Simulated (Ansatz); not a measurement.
## Lattice dynamics of SnTeS monolayer, Janus

Wanted: phonon frequencies of SnTeS monolayer, Janus and what follows from them.

Calculated with Ansatz 0.2.0; DFT PBE, scalar-relativistic, plane waves, PAW.

**1. The structure**

The cell holds 3 atoms: 1 Sn, 1 S and 1 Te. Cell: a = 3.800 Å, b = 3.800 Å, c = 20.000 Å, α = 90.0°, β = 90.0°, γ = 120.0°. Vacuum lies along c.

**2. Coarse relaxation**

A rough relaxation comes first, because large forces or stress need no tight tolerances yet.

The program solves this slab on a cell height of its own, 30.0 Å, in place of the one typed.

input.yaml reads:

```yaml
crystal:
  lattice:
    - [3.8, 0.0, 0.0]
    - [-1.9, 3.2909, 0.0]
    - [0.0, 0.0, 20.0]
  atoms:
    - { symbol: Sn, position: [0.0, 0.0, 0.5] }
    - { symbol: S, position: [0.333333, 0.666667, 0.575] }
    - { symbol: Te, position: [0.666667, 0.333333, 0.42] }
  periodic: [true, true, false]
kpoints:
  mp_grid: { grid: [6, 6, 1] }
hamiltonian:
  xc: pbe
scf:
  occupations: { method: gaussian, width: 0.1 }
output:
  forces: true
  stress: true
  eigenvalues: true
relax:
  adjacent_minimum: "off"
  f_tol: 0.05
  max_steps: 80
  cell: { stress_2d_tol: 0.02 }
```

Command:

```console
$ ansatz run input.yaml --threads 8 --pin off --max-ram 14336MiB --backend cpu --events-out ev --progress --plain --runs-dir out
```

Numbers of over 12 decimals in the logs are rounded to 6 here.

The log of the run:

```text
[...]
F+E_penalty+E_count = -13906.67601345 eV   max|allowed force component| = 1.327e-3 eV/Å   (the final SCF, on the basis selected at the relaxed cell)
  cell:  # Å, volume = 393.5922 Å³
    - [3.892219, 0, 0]
    - [-1.946110, 3.370761, 0]
    - [0, 0, 30.0]
  atoms:
    - { symbol: Sn, position: [4.305845205898361e-18, 0, 0.337588] }
    - { symbol: S, position: [0.333333, 0.666667, 0.384896] }
    - { symbol: Te, position: [0.666667, 0.333333, 0.274183] }
[key lines of the parts left out:]
SCF converged after 8 iterations
Free energy (F): -13906.676013 eV
Fermi energy:    -5.200854 eV
P = ½ c Tr σ = 0.0020 N/m
```

Elapsed: 7.1 s, on 8 threads of Arm Neoverse V2, shared host; peak memory 0.8 GiB.

The steps of the relaxation:

```
step  energy less that of the first step (eV)  largest force component (eV/Å)  volume (Å³)
   1                                   0.0000                          2.7838       375.16
   2                                  -0.4343                          0.6626       381.20
   3                                  -0.4659                          0.2031       389.05
   4                                  -0.4693                          0.1076       395.62
   5                                  -0.4707                          0.0068       393.50
   6                                  -0.4707                          0.0015       393.59
  7*                                  -0.4716                          0.0013       393.59
```

Relaxation steps marked * repeat the geometry before them on a plane-wave basis chosen anew for their cell, so energy and pressure can jump there.

The run keeps the 6 symmetry operations that it works with, so distortions that break them were not tested.

```csv
cell as run,before,after,change
a (Å),3.800,3.892,+2.4 %
b (Å),3.800,3.892,+2.4 %
```

The atoms that moved most (Å, along periodic axes as changes of fractional coordinates times the final cell, across vacuum about the mean position):

```csv
atom,dx,dy,dz,length
Te3,0.000,0.000,-0.175,0.175
Sn1,0.000,0.000,0.128,0.128
S2,0.000,0.000,0.047,0.047
```

The relaxed structure:

```xyz
3
Lattice="3.8922 0.0000 0.0000 -1.9461 3.3708 0.0000 0.0000 0.0000 30.0000" Properties=species:S:1:pos:R:3
Sn    0.0000    0.0000   10.1276
S     0.0000    2.2472   11.5469
Te    1.9461    1.1236    8.2255
```

This step gave:

```yaml
gap_on_the_k_mesh: 0 eV
area_per_atom: 4.373 Å²
```

The relaxation ends with a largest force component of 0.0013 eV/Å.

**3. Relaxation**

Harmonic phonons are second derivatives at a point where the forces vanish, and they are wanted at zero stress, so atoms and cell are relaxed first.

input.yaml reads:

```yaml
crystal:
  lattice:
    - [3.8922192865, 0.0, 0.0]
    - [-1.9461096433, 3.3707607792, 0.0]
    - [0.0, 0.0, 30.0]
  atoms:
    - { symbol: Sn, position: [0.0, 0.0, 0.3375877634] }
    - { symbol: S, position: [0.3333333333, 0.6666666667, 0.3848957622] }
    - { symbol: Te, position: [0.6666666667, 0.3333333333, 0.2741831411] }
  periodic: [true, true, false]
kpoints:
  mp_grid: { grid: [12, 12, 1] }
hamiltonian:
  xc: pbe
scf:
  occupations: { method: gaussian, width: 0.1 }
output:
  forces: true
  stress: true
  eigenvalues: true
  write_density: true
  write_potential: true
  elf: true
  volumetric_format: npy
relax:
  adjacent_minimum: "off"
  f_tol: 0.005
  max_steps: 80
  cell: { stress_2d_tol: 0.02 }
```

The log of the run:

```text
[...]
Crystal: 3 atoms, lattice volume = 393.592 Å³
Basis set: ecut = 420 eV, 7805 PW (Γ), exchange–correlation on 54×54×432 points (8 copies of the dense FFT grid, shifted against one another)
Bands: 22, of which v1, the nominal top of the filled ones, is band 18 counted from 1 (17 counted from 0)
Symmetry: 6 space group operations
[...]
k-points: 19 of 144 (time reversal used)
[...]
SCF iter   1: F=—  HF=-13906.694020 eV  |F-HF|=—  |Δ(HF+E_count)|=         —  Δρ=2.38e-3  dr2=2.93e-1  ethr=1.77e-3  ⟨swp⟩=15.2  Hψ=3438  notcnv=0
[...]
SCF iter   7: F=-13906.671472 eV  HF=-13906.671472 eV  |F-HF|=7.03e-8  |Δ(HF+E_count)|=   7.66e-7  Δρ=3.48e-6  dr2=5.26e-8  ethr=2.78e-10  ⟨swp⟩=20.7  Hψ=4614  notcnv=0
SCF 1 converged in 7 iterations: F = -13906.671472 eV  dr2 = 5.26e-8
[...]
relax step   1: F+E_penalty+E_count = -13906.67147249 eV  Δ(F+E_penalty+E_count) = +0.000e0 eV  max|allowed force component| = 5.062e-2 eV/Å  Δτ_max = 0.0000 Å  P = +0.022 N/m  Ω = 393.592 Å³  fix = [c, alpha, beta]  reactions: c +0.000 N/m  (7 SCF iters, dr2 threshold 1.00e-7 eV, accepted)
Crystal: 3 atoms, lattice volume = 394.043 Å³
[...]
SCF iter   5: F=-13906.671635 eV  HF=-13906.671635 eV  |F-HF|=5.01e-8  |Δ(HF+E_count)|=   5.53e-8  Δρ=2.42e-6  dr2=3.21e-8  ethr=4.45e-10  ⟨swp⟩=18.4  Hψ=4452  notcnv=0
SCF 2 converged in 5 iterations: F = -13906.671635 eV  dr2 = 3.21e-8
relax step   2: F+E_penalty+E_count = -13906.67163511 eV  Δ(F+E_penalty+E_count) = -1.626e-4 eV  max|allowed force component| = 1.944e-2 eV/Å  Δτ_max = 0.0064 Å  P = +0.036 N/m  Ω = 394.043 Å³  energy of the carried Pulay correction = -1.993e-5 eV  fix = [c, alpha, beta]  reactions: c +0.000 N/m  (5 SCF iters, dr2 threshold 1.60e-7 eV, accepted)
Crystal: 3 atoms, lattice volume = 394.327 Å³
[...]
SCF iter   5: F=-13906.671646 eV  HF=-13906.671646 eV  |F-HF|=3.88e-9  |Δ(HF+E_count)|=   1.51e-8  Δρ=5.00e-7  dr2=2.28e-9  ethr=2.29e-11  ⟨swp⟩=8.9  Hψ=3023  notcnv=0
SCF 3 converged in 5 iterations: F = -13906.671646 eV  dr2 = 2.28e-9
relax step   3: F+E_penalty+E_count = -13906.67164593 eV  Δ(F+E_penalty+E_count) = -1.082e-5 eV  max|allowed force component| = 7.794e-3 eV/Å  Δτ_max = 0.0014 Å  P = +0.012 N/m  Ω = 394.327 Å³  energy of the carried Pulay correction = -3.247e-5 eV  fix = [c, alpha, beta]  reactions: c +0.000 N/m  (5 SCF iters, dr2 threshold 2.36e-8 eV, accepted)
[...]
relax step   4: F+E_penalty+E_count = -13906.67165036 eV  Δ(F+E_penalty+E_count) = -4.431e-6 eV  max|allowed force component| = 1.122e-3 eV/Å  Δτ_max = 0.0009 Å  P = +0.001 N/m  Ω = 394.325 Å³  energy of the carried Pulay correction = -3.236e-5 eV  fix = [c, alpha, beta]  reactions: c +0.000 N/m  (4 SCF iters, dr2 threshold 3.80e-9 eV, accepted)
[...]
SCF iter   6: F=-13906.671678 eV  HF=-13906.671678 eV  |F-HF|=3.57e-9  |Δ(HF+E_count)|=   1.45e-8  Δρ=2.07e-8  dr2=1.51e-12  ethr=1.00e-12  ⟨swp⟩=11.1  Hψ=3421  notcnv=0
SCF 5 converged in 6 iterations: F = -13906.671678 eV  dr2 = 1.51e-12
relax step   5: F+E_penalty+E_count = -13906.67167849 eV  Δ(F+E_penalty+E_count) = -2.813e-5 eV  max|allowed force component| = 1.135e-3 eV/Å  Δτ_max = 0.0000 Å  P = +0.001 N/m  Ω = 394.325 Å³  fix = [c, alpha, beta]  reactions: c +0.000 N/m  stress off target by 1.42e-3 N/m on what of the cell is left free  SCF on the basis re-selected at this cell (its energy is not comparable with the rows above)  (6 SCF iters)
[...]
SCF converged after 6 iterations
Free energy (F): -13906.671678 eV
[...]
Internal energy: -13906.666709 eV  (E = F + TS)
E sigma→0 (E₀):  -13906.669194 eV
Entropy (-TS):   -0.004969 eV (-1.656 meV/atom)
Fermi energy:    -5.218630 eV
[...]
--- Forces (eV/Å), atoms counted from 1 ---
  atom   1  Sn     0.00000000     0.00000000    -0.00089435
  atom   2  S      0.00000000     0.00000000    -0.00024023
  atom   3  Te     0.00000000     0.00000000     0.00113486
  max |Σ_I F_I| component: 2.74e-7 eV/Å
--- 2D stress c σ (N/m, compression-positive) ---
        0.001417       0.000000       0.000000
        0.000000       0.001417       0.000000
        0.000000       0.000000       0.000000
  P = ½ c Tr σ = 0.0014 N/m
--- Band table (eV; the first three rows and the last of 19) ---
  k-point 0: bands = [... 14 lower, -7.0882, -7.0882, -5.0014, -5.0014, -4.7648, -2.2938, -1.5762, -1.5762]
  k-point 1: bands = [... 14 lower, -7.1871, -7.1027, -5.6229, -5.0835, -4.4063, -2.0491 (-2.0491°), -1.5853, -1.4240]
  k-point 2: bands = [... 14 lower, -7.4365, -7.0578, -6.6045, -5.2845, -4.0995, -2.2278, -1.0778, -1.0021]
  k-point 18: bands = [... 14 lower, -9.1906, -9.0849, -6.9992, -6.5683, -4.5696, -1.3888, -0.7683, -0.2196]
  ° read free of the cell's end (the report's vacuum.weakly_bound_levels)
--- Relaxed structure (4 steps of the walk, 4 accepted, 1 SCFs on fresh bases) ---
[...]
cell:  # Å, volume = 394.3248 Å³
    - [3.895840, 2.8894438565675604e-11, 0]
    - [-1.947920, 3.373897, 0]
    - [0, 0, 30.0]
  atoms:
    - { symbol: Sn, position: [0, 0, 0.337460] }
    - { symbol: S, position: [0.333333, 0.666667, 0.384833] }
    - { symbol: Te, position: [0.666667, 0.333333, 0.274373] }
```

Elapsed: 13 s, on 8 threads; peak memory 0.97 GiB; 92 s of CPU time.

Relaxation path:

```csv
step,energy less that of the first step (eV),largest force component (eV/Å),volume (Å³)
1,0.0000,0.0506,393.59
2,-0.0002,0.0194,394.04
3,-0.0002,0.0078,394.33
4,-0.0002,0.0011,394.32
5*,-0.0002,0.0011,394.32
```

Relaxation steps marked * repeat the geometry before them on a plane-wave basis chosen anew for their cell, so energy and pressure can jump there.

Forces are held to the 6 operations that the run works with; a distortion that breaks them can't arise in this run.

```csv
cell as run,before,after,change
a (Å),3.892,3.896,+0.1 %
b (Å),3.892,3.896,+0.1 %
```

Final coordinates:

```
Sn S Te
1.0
     3.89584    0.00000    0.00000
    -1.94792    3.37390    0.00000
     0.00000    0.00000   30.00000
Sn S Te
1 1 1
Cartesian
  0.0000 0.0000 10.1238
  0.0000 2.2493 11.5450
  1.9479 1.1246 8.2312
```

Numbers from this step:

```
area per atom : 4.381 Å²
```

Electrostatic potential energy in the ac plane at fractional y = 0.333, with atoms of Te within 0.2 Å of it. With pseudopotentials it is smooth inside the atoms' cores, unlike the true potential.

Ten even steps from '_' (-11 eV) to '@' (0 eV), each cell a mean:
```
@@@@@@@@@@@@@@@@@@@@@@@@@@@@
@@@@@@@@@@@@@@@@@@@@@@@@@@@@
@@@@@@@@@@@@@@@@@@@@@@@@@@@@
@@@@@@@@@@@@@@@@@@@@@@@@@@@@
@@@@@@@@@@@@@@@@@@@@@@@@@@@@
@@@@@@@@@@@@@@@@@@@@@@@@@@@@
@@@@@@@@@@@@@@@@@@@@@@@@@@@@
@@@@@@@@@@@@@@@@@@@@@@@@@@@@
@@@@@@@@@@@@@@@@@@@@@@@@@@@@
@@@@@@@@@@@@@@@@@@@@@@@@@@@@
@@@@@@@@@@@@@@@@@@@@@@@@@@@@
@@@@@@@@@@@@@@@@@@@@@@@@@@@@
@@@@@@@@@@@@@@@@@@@@@@@@@@@@
@@@@@@@@@@@@@@@@@@@@@@@@@@@@
**++++++**##%%%%%%%%%%%%%%##
--......::==**##########**++
====--======--::::--::::::--
++######++::__..######==____
%%%%@@%%%%%%##++++==++++**##
@@@@@@@@@@@@@@@@@@@@@@@@@@@@
@@@@@@@@@@@@@@@@@@@@@@@@@@@@
@@@@@@@@@@@@@@@@@@@@@@@@@@@@
@@@@@@@@@@@@@@@@@@@@@@@@@@@@
@@@@@@@@@@@@@@@@@@@@@@@@@@@@
```
Columns run along a (3.9 Å; values clipped at the 3rd and 97th percentile), rows up along c (30.0 Å). Atoms in or near the plane, at fractional coordinates: Te at (0.67, 0.27).

Valence density in the ac plane at fractional y = 0.333, with atoms of Te within 0.2 Å of it. It is the smooth field of the valence electrons, not physical close to the nuclei.

Ten steps, logarithmic in the rise over the least value, from '0' (0.00 × 1e0 e/Å³) to '9' (9.97 × 1e0 e/Å³), each cell a mean:
```
00000000000000
00000000000000
00000000000000
00000000000000
00000000000000
00000000000000
00000000000000
00000000000000
00000000000000
00000000000000
00000000000000
00000000000000
00000000000000
00000000000000
22322110000001
23332211000111
22222234555432
21112347999853
00000112222211
00000000000000
00000000000000
00000000000000
00000000000000
00000000000000
```
Columns run along a (3.9 Å), rows up along c (30.0 Å). Atoms in or near the plane, at fractional coordinates: Te at (0.67, 0.27).

ELF in the ac plane at fractional y = 0.333, with atoms of Te within 0.2 Å of it. It is the smooth field of the valence electrons, not physical close to the nuclei.

Ten even steps from '_' (0.00) to '@' (0.74), each cell a mean:
```
____________________________
____________________________
____________________________
____________________________
____________________________
____________________________
____________________________
____________________________
____________________________
____________________________
____________________________
____________________________
____________________________
--======--::..____________..
##@@@@@@%%**--..________::==
==++++++==--::..........::--
++==----++**##**++++++******
##==..::**%%##==::....--**%%
==..____--**%%@@@@@@@@@@%%##
____________..::::::::::..__
____________________________
____________________________
____________________________
____________________________
```
Columns run along a (3.9 Å), rows up along c (30.0 Å). Atoms in or near the plane, at fractional coordinates: Te at (0.67, 0.27).

**4. Relaxing to small forces for the phonons**

Phonons need a cell at rest on their own settings, so the relaxation is repeated with tight tolerances on forces and stress on the k mesh and occupations of the first response run.

input.yaml, the sections that differ from step 3:

```yaml
crystal:
  lattice:
    - [3.895840116, 0.0, 0.0]
    - [-1.947920058, 3.3738965095, 0.0]
    - [0.0, 0.0, 30.0]
  atoms:
    - { symbol: Sn, position: [0.0, 0.0, 0.3374600521] }
    - { symbol: S, position: [0.3333333333, 0.6666666667, 0.3848334994] }
    - { symbol: Te, position: [0.6666666667, 0.3333333333, 0.2743731152] }
  periodic: [true, true, false]
scf:
  occupations: { method: methfessel_paxton, width: 0.15 }
relax:
  adjacent_minimum: "off"
  f_tol: 0.001
  max_steps: 60
  cell: { stress_2d_tol: 0.002 }
# kpoints, hamiltonian, output: as in step 3
```

The log of the run:

```text
[...]
Crystal: 3 atoms, lattice volume = 394.325 Å³
Basis set: ecut = 420 eV, 7805 PW (Γ), exchange–correlation on 54×54×432 points (8 copies of the dense FFT grid, shifted against one another)
Bands: 22, of which v1, the nominal top of the filled ones, is band 18 counted from 1 (17 counted from 0)
Symmetry: 6 space group operations
[...]
° read free of the cell's end (the report's vacuum.weakly_bound_levels)
--- Relaxed structure (4 steps of the walk, 4 accepted, 1 SCFs on fresh bases) ---
[...]
cell:  # Å, volume = 394.3460 Å³
    - [3.895944, 0.0, 0]
    - [-1.947972, 3.373987, 0]
    - [0, 0, 30.0]
  atoms:
    - { symbol: Sn, position: [0, 0, 0.337450] }
    - { symbol: S, position: [0.333333, 0.666667, 0.384825] }
    - { symbol: Te, position: [0.666667, 0.333333, 0.274392] }
[key lines of the parts left out:]
SCF converged after 10 iterations
Free energy (F): -13906.668510 eV
Fermi energy:    -5.216583 eV
P = ½ c Tr σ = 0.0001 N/m
```

Wall time 13 s (8 threads); peak memory 0.98 GiB; 93 s of CPU time.

Little changed from the start: no atom moved by 0.005 Å and no cell edge by 0.1 %.

Numbers from this step:

```yaml
area_per_atom: 4.382 Å²
```

Valence density in the ac plane at fractional y = 0.000, with atoms of Sn within 0.2 Å of it. It is the smooth field of the valence electrons, not physical close to the nuclei.

Ten steps, logarithmic in the rise over the least value, from '0' (0.00 × 1e0 e/Å³) to '9' (7.96 × 1e0 e/Å³), each cell a mean:
```
00000000000000
00000000000000
00000000000000
00000000000000
00000000000000
00000000000000
00000000000000
00000000000000
00000000000000
00000000000000
00000000000000
00000000000000
00000000000000
00000000000000
11112223222111
99743222223579
76532222223457
11122333322111
00000111100000
00000000000000
00000000000000
00000000000000
00000000000000
00000000000000
```
Columns run along a (3.9 Å), rows up along c (30.0 Å). Atoms in or near the plane, at fractional coordinates: Sn at (0.00, 0.34).

ELF in the ac plane at fractional y = 0.000, with atoms of Sn within 0.2 Å of it. It is the smooth field of the valence electrons, not physical close to the nuclei.

Ten even steps from '_' (0.00) to '@' (0.70), each cell a mean:
```
____________________________
____________________________
____________________________
____________________________
____________________________
____________________________
____________________________
____________________________
____________________________
____________________________
____________________________
____________________________
____________________________
________::--==++==--..______
....::--**%%@@@@@@%%++--....
....::--==============--::..
::--====++**++++****++==--::
....::++%%@@%%%%%%%%##==::..
______::==**######++--..____
____________________________
____________________________
____________________________
____________________________
____________________________
```
Columns run along a (3.9 Å), rows up along c (30.0 Å). Atoms in or near the plane, at fractional coordinates: Sn at (0.00, 0.34).

Electrostatic potential energy in the ac plane at fractional y = 0.000, with atoms of Sn within 0.2 Å of it. With pseudopotentials it is smooth inside the atoms' cores, unlike the true potential.

Values in eV, 24 rows by 14 columns, each cell a mean:
```
  0   0   0   0   0   0   0   0   0   0   0   0   0   0
  0   0   0   0   0   0   0   0   0   0   0   0   0   0
  0   0   0   0   0   0   0   0   0   0   0   0   0   0
  0   0   0   0   0   0   0   0   0   0   0   0   0   0
  0   0   0   0   0   0   0   0   0   0   0   0   0   0
  0   0   0   0   0   0   0   0   0   0   0   0   0   0
  0   0   0   0   0   0   0   0   0   0   0   0   0   0
  0   0   0   0   0   0   0   0   0   0   0   0   0   0
  0   0   0   0   0   0   0   0   0   0   0   0   0   0
  0   0   0   0   0   0   0   0   0   0   0   0   0   0
  0   0   0   0   0   0   0   0   0   0   0   0   0   0
  0   0   0   0   0   0   0   0   0   0   0   0   0   0
  0   0   0   0   0   0   0   0   0   0   0   0   0   0
  0   0   0   0   0   0   0   0   0   0   0   0   0   0
 -5  -4  -4  -3  -3  -3  -4  -5  -4  -3  -3  -3  -4  -4
 -4  -5 -11 -11  -9  -5  -4  -3  -4  -6 -10 -11  -9  -4
 -7  -8  -9  -9  -7  -5  -5  -5  -5  -6  -7  -9  -9  -8
 -2  -2  -2  -3  -5  -7  -9 -10  -9  -6  -4  -3  -2  -2
 -1  -1  -1  -1  -1  -2  -2  -2  -2  -1  -1  -1  -1  -1
  0   0   0   0   0   0   0   0   0   0   0   0   0   0
  0   0   0   0   0   0   0   0   0   0   0   0   0   0
  0   0   0   0   0   0   0   0   0   0   0   0   0   0
  0   0   0   0   0   0   0   0   0   0   0   0   0   0
  0   0   0   0   0   0   0   0   0   0   0   0   0   0
```
Columns run along a (3.9 Å; values clipped at the 3rd and 97th percentile), rows up along c (30.0 Å). Atoms in or near the plane, at fractional coordinates: Sn at (0.00, 0.34).

The largest force component left is 0.099 meV/Å, within the tolerances set.

[end of part 1 of 2]

[Logs are printed without paths, hosts, clocks, repeated set-up lines and the standing remarks that a program may print on its own settings, such as how far it seeks lower states.]

[Hosts, paths, dates, database ids (printed as entryN), source tags and the programs' standing remarks are cut or masked in the printed files.]
